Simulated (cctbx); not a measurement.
# Interatomic vectors of Ce3Ir2

Space group C2/m (no. 12), a = 13.5830 Å, b = 3.8240 Å, c = 9.8640 Å, α = 90.00°, β = 105.59°, γ = 90.00°, content Ir8 Ce12.

Simulated single-crystal data (cctbx): Mo Kα, λ = 0.71073 Å, to d = 0.65 Å, 50 % of the full sphere, strongest reflection 70000 counts, noise from counting, a 6 % proportional error and a noise floor of 2 counts (s.d.); no absorption.

Patterson synthesis, origin scaled to 1000:

```text
Patterson group C 1 2/m 1
      u       v       w   height  length (A)
  0.000   0.000   0.000   1000.0     0.00
  0.228   0.500   0.635    466.3     5.67
  0.107   0.500   0.230    362.1     3.03
  0.100   0.500   0.859    359.5     2.91
  0.125   0.000   0.795    304.6     2.97
  0.168   0.500   0.122    290.0     2.98
  0.205   0.000   0.089    264.5     2.69
  0.175   0.500   0.516    219.1     6.18
  0.061   0.000   0.527    206.9     4.95
  0.120   0.000   0.394    181.5     3.79
  0.145   0.000   0.560    174.9     5.22
  0.233   0.500   0.035    156.8     3.63
  0.065   0.000   0.283    145.6     2.69
  0.047   0.500   0.704    129.2     3.69
```

Q: Assign the vectors.

A peak at u stands for all pairs with xi − xj = u, with weight Σ ZiZj against Σ Z² = 87800 at the origin. Peak heights follow these weights only roughly, since form factors, motion and series ripples differ, all vectors within 0.55 Å of a peak are counted as merged into it though the farther ones add only part of their weight, and F(000) is left out, which lowers the whole map:

| u | v | w | shortest length (Å) | height | 1000 ΣZiZj/ΣZ² | pairs in the cell |
| --- | --- | --- | --- | --- | --- | --- |
| 0.228 | 0.500 | 0.635 | 4.41 | 466 | 577 | 8 × Ce–Ce, 4 × Ir–Ir |
| 0.107 | 0.500 | 0.230 | 3.02 | 362 | 407 | 8 × Ir–Ce |
| 0.100 | 0.500 | 0.859 | 2.91 | 360 | 407 | 8 × Ir–Ce |
| 0.125 | 0.000 | 0.795 | 2.97 | 305 | 407 | 8 × Ir–Ce |
| 0.168 | 0.500 | 0.122 | 2.97 | 290 | 407 | 8 × Ir–Ce |
| 0.205 | 0.000 | 0.089 | 2.69 | 264 | 270 | 4 × Ir–Ir |
| 0.175 | 0.500 | 0.516 | 5.36 | 219 | 203 | 4 × Ir–Ce |
| 0.061 | 0.000 | 0.527 | 4.95 | 207 | 203 | 4 × Ir–Ce |
| 0.120 | 0.000 | 0.394 | 3.79 | 182 | 203 | 4 × Ir–Ce |
| 0.145 | 0.000 | 0.560 | 5.23 | 175 | 203 | 4 × Ir–Ce |

The table stops at ten peaks or at a height of 45, below which ripples compete. In the model behind the data Ir, the heaviest element, has 2 independent sites: (0.7622, 0, 0.7722) and (0.9665, 0, 0.8592), up to an allowed shift of origin; the Ir–Ir vectors are differences of these positions and their symmetry mates. The whole model:

| atom | mult. | x | y | z | Ueq (Å²) |
| --- | --- | --- | --- | --- | --- |
| Ir1 | 4 | 0.7622 | 0 | 0.7722 | 0.0205 |
| Ir2 | 4 | 0.9665 | 0 | 0.8592 | 0.0128 |
| Ce1 | 4 | 0.5931 | 1/2 | 0.6668 | 0.0166 |
| Ce2 | 4 | 0.6426 | 0 | 0.3713 | 0.0149 |
| Ce3 | 4 | 0.6356 | 0 | 0.9999 | 0.0280 |

The model was made for the exercise: a known structure type with other elements put in, its volume estimated, not relaxed; displacement parameters are assumed.

[Logs are printed without paths, hosts, clocks, repeated set-up lines and the standing remarks that a program may print on its own settings, such as how far it seeks lower states.]
